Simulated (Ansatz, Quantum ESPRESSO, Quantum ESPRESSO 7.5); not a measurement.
## Work function of Co(0001), 6 layers

How much energy does it take to lift an electron out of Co(0001), 6 layers, and how far do the settings matter?

Method: plane-wave DFT, PBE, GBRV ultrasoft pseudopotentials (geometry and cross-check by Ansatz 0.2.0 with PAW datasets; geometry under PBE), in Quantum ESPRESSO 7.5.

The experiments to compare with:

“Anisotropic work function of elemental crystals” (2019, arxiv:1902.07811) quotes from earlier work for Co (polycrystalline sample, no single face): work function, loosely compared (polycrystalline sample, no single face) 5 eV.

### 1. The starting structure

The cell holds 6 atoms: 6 Co. Cell: a = 2.510 Å, b = 2.510 Å, c = 26.178 Å, α = 90.0°, β = 90.0°, γ = 60.0°. It derives from Co. Vacuum lies along c.

### 2. Geometry from Ansatz

A relaxation in Ansatz fixes the structure of this slab for the runs on it.

Contents of input.yaml:

```yaml
crystal:
  lattice:
    - [2.51, 0.0, 0.0]
    - [1.255, 2.1737237635, 0.0]
    - [0.0, 0.0, 26.17805]
  atoms:
    - { symbol: Co, position: [0.6666666667, 0.6666666667, 0.3055995385], spin: 1.7 }
    - { symbol: Co, position: [0.0, 0.0, 0.3833597231], spin: 1.7 }
    - { symbol: Co, position: [0.6666666667, 0.6666666667, 0.4611199077], spin: 1.7 }
    - { symbol: Co, position: [0.0, 0.0, 0.5388800923], spin: 1.7 }
    - { symbol: Co, position: [0.6666666667, 0.6666666667, 0.6166402769], spin: 1.7 }
    - { symbol: Co, position: [0.0, 0.0, 0.6944004615], spin: 1.7 }
magnetization:
  spin_polarized: true
kpoints:
  mp_grid: { grid: [12, 12, 1] }
hamiltonian:
  xc: pbe
scf:
  occupations: { method: fermi_dirac, width: 0.1 }
  convergence: { dr2_threshold: 1.0e-08 }
efield:
  axis: 3
  dipole_correction: true
  ramp_position: 0.97
  ramp_width: 0.04
relax:
  f_tol: 0.01
  constraints: [{ sites: [2, 3] }]
output:
  write_potential: true
  write_density: true
  volumetric_format: npy
```

The run is started by

```sh
ansatz run input.yaml --threads 8 --pin off --max-ram 16384MiB --backend cpu --events-out ev --progress --plain --runs-dir out
```

Numbers of over 12 decimals in the logs are rounded to 6 here.

Output:

```text
Engine: ansatz 0.2.0, aarch64-unknown-linux-gnu
Pseudopotentials: kind: paw
Pseudopotential: Co, paw, valence charge 17, recommended cutoff 420 eV (normal), Co.paw.azcp
Functional definition: PBE
  parameter kappa = 0.804
  parameter beta = 0.066725
  exchange = pbe_x(kappa = kappa, mu = beta*pi^2/3)
  correlation = pbe_c(beta = beta)
Crystal: 6 atoms, lattice volume = 142.829 Å³
Basis set: ecut = 420 eV, 2793 PW (Γ), exchange–correlation on 36×36×360 points (8 copies of the dense FFT grid, shifted against one another)
Bands: 68, of which v1, the nominal top of the filled ones, is band 51 counted from 1 (50 counted from 0)
Symmetry: 6 space group operations
k-points: 19 of 144 (time reversal used)
Non-local potential: Co, projectors of the file, l = 0: 3, l = 1: 2, l = 2: 3, l = 3: 1
PAW form: soft (Blöchl's): semilocal exchange-correlation on the pseudo side does not see the compensation charge
PAW one-centre angular grid: Co, 590 points (default); XC on 64 Gauss nodes
Initial density: superposition of atomic densities (neutral atoms: chi_scale 0, normalization atom)
Starting moments: Σ|m| = 10.2 μB on 6 of 6 sites
Initial wavefunctions: pseudopotential atomic-orbital guess
Functional: x = pbe(κ = 0.804, μ = 0.219515), c = pbe(β = 0.066725)
SCF iter   1: F=—  HF=-30752.943706 eV  |F-HF|=—  |Δ(HF+E_count)|=         —  Δρ=6.12e-2 (↑1.29e-2 ↓6.12e-2)  dr2=9.50e0  dr2_m=1.02e0  M=10.197 μB ∫|m|=10.520 μB  β_m=1.00  ethr=3.10e-3  p=-0.000 e·Å  D=-6.95e-6 V/Å  ΔV_dip=0.00 eV  dr2_dipole=2.49e-7  V_vac-E_F(+/−)=7.56/7.56 eV  ⟨swp⟩=9.7  Hψ=12449  notcnv=0  defer=50
Mixer restart at iter 1: flushing history
efield: sawtooth ramp at fractional position 0.9700 (set: `efield.ramp_position`, or a place that a band, a saddle search or an elastic batch's reference lends), width 0.0400; the density the first Hamiltonian is built on has a dipole p = -0.000 e·Å; the dipole correction subtracts the counter field D = -6.95e-6 V/Å, which shifts the + side's vacuum level by +0.00 eV against the − side's; the planar-averaged density in the ramp window peaks in size at 9.6e-6 e/Å³
preconditioner: auto → LDOS  [metal: Δε(μ)=0.002 eV  Ē_g=7.418 eV  σ=0.100 eV  W_gap=0.01  n_scr=20 (ndim 8)  ℏωp=22.8 eV  f_vac=0.485  D(μ)=7.26/eV (n_scr^D=66)]
spin=Collinear: LDOS preconditioning applied to the charge; magnetization (m = ρ↑ − ρ↓) channel mixes plain (no charge-response kernel on spin).
SCF iter   2: F=—  HF=-30751.779345 eV  |F-HF|=—  |Δ(HF+E_count)|=    1.16e0  Δρ=1.27e-2 (↑1.27e-2 ↓9.83e-3)  dr2=6.67e-1  dr2_m=1.10e-1  M=10.223 μB ∫|m|=10.946 μB  β_m=0.34  ethr=3.10e-3  p=-0.000 e·Å  D=-1.03e-4 V/Å  ΔV_dip=0.00 eV  dr2_dipole=2.75e-5  V_vac-E_F(+/−)=6.57/6.56 eV  ⟨swp⟩=2.7  Hψ=4516  notcnv=0  defer=112
density mixer auto → msr1: a metal under ldos (density of states about μ 3.29 of a free-electron gas's, 20 screened modes)
SCF iter   3: F=—  HF=-30753.729975 eV  |F-HF|=—  |Δ(HF+E_count)|=    1.95e0  Δρ=5.34e-3 (↑5.34e-3 ↓5.00e-3)  dr2=1.10e-1  dr2_m=2.13e-2  M=10.234 μB ∫|m|=11.074 μB  β_m=0.48  ethr=6.54e-4  p=-0.000 e·Å  D=-6.61e-5 V/Å  ΔV_dip=0.00 eV  dr2_dipole=1.78e-5  V_vac-E_F(+/−)=5.94/5.94 eV  ⟨swp⟩=2.9  Hψ=4288  notcnv=0  defer=106
SCF iter   4: F=—  HF=-30755.223821 eV  |F-HF|=—  |Δ(HF+E_count)|=         —  Δρ=5.42e-3 (↑5.42e-3 ↓3.15e-3)  dr2=6.61e-2  dr2_m=7.90e-3  M=10.303 μB ∫|m|=11.278 μB  β_m=0.48  ethr=1.07e-4  p=-0.000 e·Å  D=-2.28e-5 V/Å  ΔV_dip=0.00 eV  dr2_dipole=1.24e-6  V_vac-E_F(+/−)=5.28/5.28 eV  ⟨swp⟩=3.1  Hψ=5440  notcnv=0  defer=97
SCF iter   5: F=—  HF=-30755.434027 eV  |F-HF|=—  |Δ(HF+E_count)|=   2.10e-1  Δρ=2.87e-3 (↑1.94e-3 ↓2.87e-3)  dr2=2.01e-2  dr2_m=1.79e-3  M=10.206 μB ∫|m|=11.197 μB  β_m=0.65  ethr=6.48e-5  p=-0.000 e·Å  D=-5.14e-6 V/Å  ΔV_dip=0.00 eV  dr2_dipole=3.48e-9  V_vac-E_F(+/−)=5.14/5.14 eV  ⟨swp⟩=2.1  Hψ=4738  notcnv=0  defer=113
SCF iter   6: F=—  HF=-30755.475203 eV  |F-HF|=—  |Δ(HF+E_count)|=   4.12e-2  Δρ=1.52e-3 (↑1.06e-3 ↓1.52e-3)  dr2=6.37e-3  dr2_m=2.74e-4  M=10.163 μB ∫|m|=11.163 μB  β_m=0.81  ethr=1.97e-5  p=-0.000 e·Å  D=-1.21e-5 V/Å  ΔV_dip=0.00 eV  dr2_dipole=4.00e-7  V_vac-E_F(+/−)=5.07/5.07 eV  ⟨swp⟩=2.2  Hψ=4444  notcnv=0  defer=111
SCF iter   7: F=—  HF=-30755.483407 eV  |F-HF|=—  |Δ(HF+E_count)|=   8.20e-3  Δρ=1.62e-3 (↑1.62e-3 ↓1.38e-3)  dr2=9.61e-3  dr2_m=1.03e-4  M=10.135 μB ∫|m|=11.146 μB  β_m=0.62  ethr=6.24e-6  p=-0.000 e·Å  D=-5.46e-6 V/Å  ΔV_dip=0.00 eV  dr2_dipole=5.69e-11  V_vac-E_F(+/−)=5.01/5.01 eV  ⟨swp⟩=2.5  Hψ=5019  notcnv=0  defer=113
SCF iter   8: F=—  HF=-30755.481326 eV  |F-HF|=—  |Δ(HF+E_count)|=   2.08e-3  Δρ=1.69e-4 (↑1.69e-4 ↓1.25e-4)  dr2=9.65e-5  dr2_m=1.71e-5  M=10.131 μB ∫|m|=11.145 μB  β_m=0.69  ethr=6.24e-6  p=-0.000 e·Å  D=-2.81e-6 V/Å  ΔV_dip=0.00 eV  dr2_dipole=2.30e-8  V_vac-E_F(+/−)=4.99/4.99 eV  ⟨swp⟩=3.1  Hψ=5470  notcnv=0  defer=113
SCF iter   9: F=—  HF=-30755.481345 eV  |F-HF|=—  |Δ(HF+E_count)|=   1.96e-5  Δρ=9.33e-5 (↑3.39e-5 ↓9.33e-5)  dr2=1.40e-5  dr2_m=3.53e-6  M=10.129 μB ∫|m|=11.147 μB  β_m=0.79  ethr=9.46e-8  p=-0.000 e·Å  D=-2.92e-6 V/Å  ΔV_dip=0.00 eV  dr2_dipole=4.34e-11  V_vac-E_F(+/−)=4.97/4.97 eV  ⟨swp⟩=2.4  Hψ=4466  notcnv=0  defer=110
SCF iter  10: F=—  HF=-30755.481352 eV  |F-HF|=—  |Δ(HF+E_count)|=   6.84e-6  Δρ=5.18e-5 (↑3.86e-5 ↓5.18e-5)  dr2=7.09e-6  dr2_m=9.40e-7  M=10.128 μB ∫|m|=11.148 μB  β_m=0.64  ethr=1.37e-8  p=-0.000 e·Å  D=-2.05e-6 V/Å  ΔV_dip=0.00 eV  dr2_dipole=3.17e-10  V_vac-E_F(+/−)=4.97/4.97 eV  ⟨swp⟩=2.9  Hψ=4521  notcnv=0  defer=110
SCF iter  11: F=—  HF=-30755.481351 eV  |F-HF|=—  |Δ(HF+E_count)|=   1.13e-6  Δρ=1.74e-5 (↑1.74e-5 ↓1.70e-5)  dr2=4.46e-7  dr2_m=2.93e-7  M=10.128 μB ∫|m|=11.148 μB  β_m=0.74  ethr=6.95e-9  p=-0.000 e·Å  D=-2.31e-6 V/Å  ΔV_dip=0.00 eV  dr2_dipole=1.31e-10  V_vac-E_F(+/−)=4.97/4.97 eV  ⟨swp⟩=2.1  Hψ=3676  notcnv=0  defer=110
SCF iter  12: F=—  HF=-30755.481351 eV  |F-HF|=—  |Δ(HF+E_count)|=   4.88e-7  Δρ=9.21e-6 (↑8.27e-6 ↓9.21e-6)  dr2=8.39e-8  dr2_m=6.22e-8  M=10.128 μB ∫|m|=11.148 μB  β_m=0.87  ethr=4.37e-10  p=-0.000 e·Å  D=-2.03e-6 V/Å  ΔV_dip=0.00 eV  dr2_dipole=3.46e-10  V_vac-E_F(+/−)=4.97/4.97 eV  ⟨swp⟩=2.9  Hψ=4476  notcnv=0  defer=110
SCF iter  13: F=—  HF=-30755.481352 eV  |F-HF|=—  |Δ(HF+E_count)|=   1.31e-7  Δρ=8.21e-6 (↑4.31e-6 ↓8.21e-6)  dr2=1.32e-7  dr2_m=1.07e-8  M=10.128 μB ∫|m|=11.148 μB  β_m=0.80  ethr=8.22e-11  p=-0.000 e·Å  D=-2.45e-6 V/Å  ΔV_dip=0.00 eV  dr2_dipole=3.91e-10  V_vac-E_F(+/−)=4.97/4.97 eV  ⟨swp⟩=2.6  Hψ=4917  notcnv=0  defer=110
[...]
preconditioner: auto → LDOS  [metal: Δε(μ)=0.006 eV  Ē_g=7.321 eV  σ=0.100 eV  W_gap=0.01  n_scr=14 (ndim 8)  ℏωp=22.8 eV  f_vac=0.504  D(μ)=5.84/eV (n_scr^D=22)]
spin=Collinear: LDOS preconditioning applied to the charge; magnetization (m = ρ↑ − ρ↓) channel mixes plain (no charge-response kernel on spin).
SCF iter   2: F=—  HF=-30755.523999 eV  |F-HF|=—  |Δ(HF+E_count)|=   1.02e-4  Δρ=1.66e-4 (↑1.66e-4 ↓1.45e-4)  dr2=2.90e-4  dr2_m=3.22e-6  M=10.044 μB ∫|m|=11.041 μB  β_m=0.31  ethr=1.53e-6  p=-0.000 e·Å  D=-1.81e-7 V/Å  ΔV_dip=0.00 eV  dr2_dipole=2.54e-8  V_vac-E_F(+/−)=4.92/4.92 eV  ⟨swp⟩=2.0  Hψ=3753  notcnv=0  defer=125
density mixer auto → msr1: a metal under ldos (density of states about μ 2.89 of a free-electron gas's, 20 screened modes)
SCF iter   3: F=—  HF=-30755.524004 eV  |F-HF|=—  |Δ(HF+E_count)|=   5.01e-6  Δρ=1.52e-4 (↑1.52e-4 ↓8.32e-5)  dr2=5.55e-5  dr2_m=9.44e-6  M=10.044 μB ∫|m|=11.041 μB  β_m=0.46  ethr=2.84e-7  p=-0.000 e·Å  D=-1.29e-6 V/Å  ΔV_dip=0.00 eV  dr2_dipole=2.92e-8  V_vac-E_F(+/−)=4.92/4.92 eV  ⟨swp⟩=1.8  Hψ=2888  notcnv=0  defer=125
SCF iter   4: F=—  HF=-30755.524031 eV  |F-HF|=—  |Δ(HF+E_count)|=   2.73e-5  Δρ=6.65e-5 (↑5.76e-5 ↓6.65e-5)  dr2=9.24e-6  dr2_m=3.28e-6  M=10.045 μB ∫|m|=11.043 μB  β_m=0.59  ethr=5.44e-8  p=-0.000 e·Å  D=-8.25e-7 V/Å  ΔV_dip=0.00 eV  dr2_dipole=1.08e-8  V_vac-E_F(+/−)=4.91/4.91 eV  ⟨swp⟩=2.0  Hψ=3512  notcnv=0  defer=125
SCF iter   5: F=—  HF=-30755.524047 eV  |F-HF|=—  |Δ(HF+E_count)|=   1.65e-5  Δρ=6.91e-5 (↑6.91e-5 ↓2.41e-5)  dr2=2.94e-6  dr2_m=2.45e-6  M=10.047 μB ∫|m|=11.044 μB  β_m=0.62  ethr=9.06e-9  p=0.000 e·Å  D=1.49e-6 V/Å  ΔV_dip=-0.00 eV  dr2_dipole=1.80e-10  V_vac-E_F(+/−)=4.91/4.91 eV  ⟨swp⟩=2.3  Hψ=4675  notcnv=0  defer=125
SCF iter   6: F=—  HF=-30755.524051 eV  |F-HF|=—  |Δ(HF+E_count)|=   3.54e-6  Δρ=1.93e-5 (↑1.93e-5 ↓1.51e-5)  dr2=5.58e-7  dr2_m=2.34e-7  M=10.047 μB ∫|m|=11.045 μB  β_m=0.69  ethr=2.88e-9  p=0.000 e·Å  D=4.36e-6 V/Å  ΔV_dip=-0.00 eV  dr2_dipole=1.33e-9  V_vac-E_F(+/−)=4.91/4.91 eV  ⟨swp⟩=3.1  Hψ=4879  notcnv=0  defer=125
SCF iter   7: F=—  HF=-30755.524051 eV  |F-HF|=—  |Δ(HF+E_count)|=   1.25e-7  Δρ=1.11e-5 (↑1.10e-5 ↓1.11e-5)  dr2=5.62e-7  dr2_m=3.67e-8  M=10.047 μB ∫|m|=11.045 μB  β_m=0.57  ethr=5.47e-10  p=0.000 e·Å  D=4.00e-6 V/Å  ΔV_dip=-0.00 eV  dr2_dipole=2.36e-11  V_vac-E_F(+/−)=4.91/4.91 eV  ⟨swp⟩=2.3  Hψ=4491  notcnv=0  defer=125
SCF iter   8: F=—  HF=-30755.524051 eV  |F-HF|=—  |Δ(HF+E_count)|=   1.57e-8  Δρ=5.13e-6 (↑5.13e-6 ↓2.51e-6)  dr2=5.38e-8  dr2_m=1.51e-8  M=10.048 μB ∫|m|=11.045 μB  β_m=0.60  ethr=5.47e-10  p=0.000 e·Å  D=4.13e-6 V/Å  ΔV_dip=-0.00 eV  dr2_dipole=9.51e-13  V_vac-E_F(+/−)=4.91/4.91 eV  ⟨swp⟩=2.1  Hψ=4014  notcnv=0  defer=125
SCF iter   9: F=—  HF=-30755.524051 eV  |F-HF|=—  |Δ(HF+E_count)|=   4.51e-8  Δρ=1.86e-6 (↑1.86e-6 ↓1.53e-6)  dr2=2.26e-9  dr2_m=3.44e-9  M=10.048 μB ∫|m|=11.045 μB  β_m=0.70  ethr=5.27e-11  p=0.000 e·Å  D=4.12e-6 V/Å  ΔV_dip=-0.00 eV  dr2_dipole=1.79e-13  V_vac-E_F(+/−)=4.91/4.91 eV  ⟨swp⟩=2.1  Hψ=3545  notcnv=0  defer=125
SCF iter  10: F=-30755.524051 eV  HF=-30755.524051 eV  |F-HF|=7.52e-9  |Δ(HF+E_count)|=   1.17e-8  Δρ=2.45e-6 (↑3.54e-7 ↓2.45e-6)  dr2=9.97e-9  dr2_m=1.93e-9  M=10.048 μB ∫|m|=11.045 μB  ethr=2.22e-12  p=0.000 e·Å  D=4.09e-6 V/Å  ΔV_dip=-0.00 eV  dr2_dipole=2.31e-11  V_vac-E_F(+/−)=4.91/4.91 eV  ⟨swp⟩=6.4  Hψ=16195  notcnv=0
SCF 4 converged in 10 iterations: F = -30755.524051 eV  dr2 = 9.97e-9
relax step   4: F+E_penalty+E_count = -30755.52405113 eV  Δ(F+E_penalty+E_count) = -4.059e-4 eV  max|allowed force component| = 2.243e-4 eV/Å  Δτ_max = 0.0079 Å  (10 SCF iters, accepted)
NSCF: frozen V_eff on 19 k-points
the band table was solved once a step of the walk had ended and its energy, with any forces and stress, was formed, with the checks that follow a solve (13140 applications of the Hamiltonian). They found nothing against the state; the energy, forces and stress were not computed again (output.eigenvalues in the input reference)
WARN: The output density's exchange-correlation potential varies sharply where the density is thin. Do not read a vacuum level from v_tot or v_xc, or from such a field of the output density. On a cell that repeats whose density bears no net charge and no dipole along the vacuum's axis use v_es (v_loc + v_h of the components); under efield.dipole_correction with no amplitude use v_es + v_field, which holds any externa [...]
SCF converged after 10 iterations
Magnetization: 10.0476 μB (56.0238 up, 45.9762 down)
Absolute magnetization: 11.0484 μB (∫|ρ↑−ρ↓|, with the PAW one-centre terms)
Spin contamination: 0.2006 ħ² per cell (⟨S²⟩ above its minimum at these occupations)
Per-site moments (μB) at R_I (Å): [(1.787028, 1.001827), (1.737540, 1.001827), (1.713391, 1.029673), (1.713392, 1.029673), (1.737539, 1.001827), (1.787029, 1.001827)]
Free energy (F): -30755.524051 eV
Harris-Foulkes:  -30755.524051 eV  (|F-HF|=7.52e-9)
Internal energy: -30755.328070 eV  (E = F + TS)
E sigma→0 (E₀):  -30755.426060 eV
Entropy (-TS):   -0.195982 eV (-32.664 meV/atom)
Fermi energy:    5.946258 eV
Dipole field:    D = 0.000012 V/Å  (p = 0.000009 e·Å, saw-weighted, corrected)
Work function:   Φ+ = 4.9087 eV   Φ− = 4.9090 eV
Levels:          The Fermi level and band energies are counted from a zero that moves with the ramp; work functions are not
--- Per-component energies (eV) ---
  E_band       = -2759.179795
  E_kinetic    = 2716.428067
  E_local      = -240084.515757  (includes V_loc(G=0)·N_el)
  E_nonlocal   = 2729.870826
  E_hartree    = 118020.891911
  E_xc         = -950.350684
  E_vxc        = -1226.033670  (∫ρ·V_xc dr)
  E_paw        = -9094.154203  (= ΣΔE_a)
  E_vpaw       = -2936.722769  (= ΣTr[D̂ρ^β])
  E_aug_tail   = 0.000452  (compensation charges beyond the density's cutoff)
  E_efield     = 0.000000  (sawtooth field / dipole correction)
  E_vefield    = -0.000313  (∫n·V_field dr)
  E_ewald      = 95906.501320
  E_smearing   = -0.195982  (= −TS)
  E_closure    = 0.000000  (closes the sum)
  Σ components = -30755.524051   (vs F -30755.524051, Δ=0.00e0)
--- Forces (eV/Å), atoms counted from 1 ---
  atom   1  Co     0.00000000     0.00000000    -0.00022426
  atom   2  Co     0.00000000     0.00000000     0.00012100
  atom   3  Co    -0.00000000    -0.00000000     0.24703792
  atom   4  Co     0.00000000     0.00000000    -0.24703806
  atom   5  Co    -0.00000000    -0.00000000    -0.00012356
  atom   6  Co    -0.00000000    -0.00000000     0.00022425
  max |Σ_I F_I| component: 2.71e-6 eV/Å
--- Band table (eV; the first three rows and the last of 38) ---
  k-point 0 ↑: bands = [... 47 lower, 4.0729, 4.0729, 4.3021, 4.3021, 4.6214, 4.6214, 4.8984, 4.8984, ... 13 higher]
  k-point 1 ↑: bands = [... 47 lower, 4.0159, 4.0341, 4.2530, 4.2771, 4.4957, 4.6027, 4.6231, 4.8212, ... 13 higher]
  k-point 2 ↑: bands = [... 47 lower, 3.9610, 3.9941, 4.0834, 4.2758, 4.3025, 4.5745, 4.6074, 4.8838, ... 13 higher]
  k-point 18 ↓: bands = [... 47 lower, 6.8014, 6.8014, 6.8804, 6.9079, 6.9079, 6.9884, 6.9884, 11.3072, ... 13 higher]
--- Relaxed structure (4 steps of the walk, 4 accepted, 0 SCFs on fresh bases) ---
  F+E_penalty+E_count = -30755.52405113 eV   max|allowed force component| = 2.243e-4 eV/Å
  atoms:
    - { symbol: Co, position: [0.666667, 0.666667, 0.309031] }
    - { symbol: Co, position: [0, 0, 0.383480] }
    - { symbol: Co, position: [0.666667, 0.666667, 0.4611199077] }
    - { symbol: Co, position: [0.0, 0.0, 0.5388800923] }
    - { symbol: Co, position: [0.666667, 0.666667, 0.616520] }
    - { symbol: Co, position: [0, 0, 0.690969] }
```

Wall time 29 s (8 threads of Arm Neoverse V2, shared host); peak memory 0.85 GiB; 3.6 min of CPU time.

Relaxation path:

```csv
step,energy less that of the first step (eV),largest force component (eV/Å)
1,0.0000,0.4570
2,-0.0280,0.2836
3,-0.0423,0.0517
4,-0.0427,0.0002
```

Forces are held to the 6 operations that the run works with; a distortion that breaks them can't arise in this run.

The atoms that moved most (Å):

```csv
atom,dx,dy,dz,length
Co6,0.000,0.000,-0.090,0.090
Co1,0.000,0.000,0.090,0.090
```

Final coordinates:

```cif
data_structure
_symmetry_space_group_name_H-M 'P 1'
_symmetry_Int_Tables_number 1
_cell_length_a 2.5100
_cell_length_b 2.5100
_cell_length_c 26.1780
_cell_angle_alpha 90.000
_cell_angle_beta 90.000
_cell_angle_gamma 60.000
_cell_volume 142.83
loop_
_atom_site_label
_atom_site_type_symbol
_atom_site_fract_x
_atom_site_fract_y
_atom_site_fract_z
_atom_site_occupancy
Co1 Co 0.66667 0.66667 0.30903 1
Co2 Co 0.00000 0.00000 0.38348 1
Co3 Co 0.66667 0.66667 0.46112 1
Co4 Co 0.00000 0.00000 0.53888 1
Co5 Co 0.66667 0.66667 0.61652 1
Co6 Co 0.00000 0.00000 0.69097 1
```

The relaxation lowers the energy by 7 meV an atom. Held were the atoms numbered 3 and 4; the forces quoted are those on the free ones.

Read from the output:

| Property | Result |
| --- | --- |
| free energy | -30755.5241 eV |
| energy at zero smearing | -30755.4261 eV |
| smearing term TS | 0.1960 eV |
| Fermi energy | 5.946 eV |
| magnetization | 10.05 μB |
| absolute magnetization | 11.05 μB |
| site moments | 1.787, 1.738, 1.713, 1.713, 1.738, 1.787 μB |
| symmetry operations | 6 |
| work function of the upper face | 4.909 eV |
| work function of the lower face | 4.909 eV |
| dipole along the normal | 9.26e-6 e·Å |

[end of part 1 of 6]

[Logs are printed without paths, hosts, clocks, repeated set-up lines and the standing remarks that a program may print on its own settings, such as how far it seeks lower states.]

[Hosts, paths, dates, database ids (printed as entryN), source tags and the programs' standing remarks are cut or masked in the printed files.]

[Maps of the electrostatic potential energy from Ansatz leave out the sawtooth potential of an applied field or a dipole correction, so their vacuum need not be flat; planar profiles and work functions include it.]
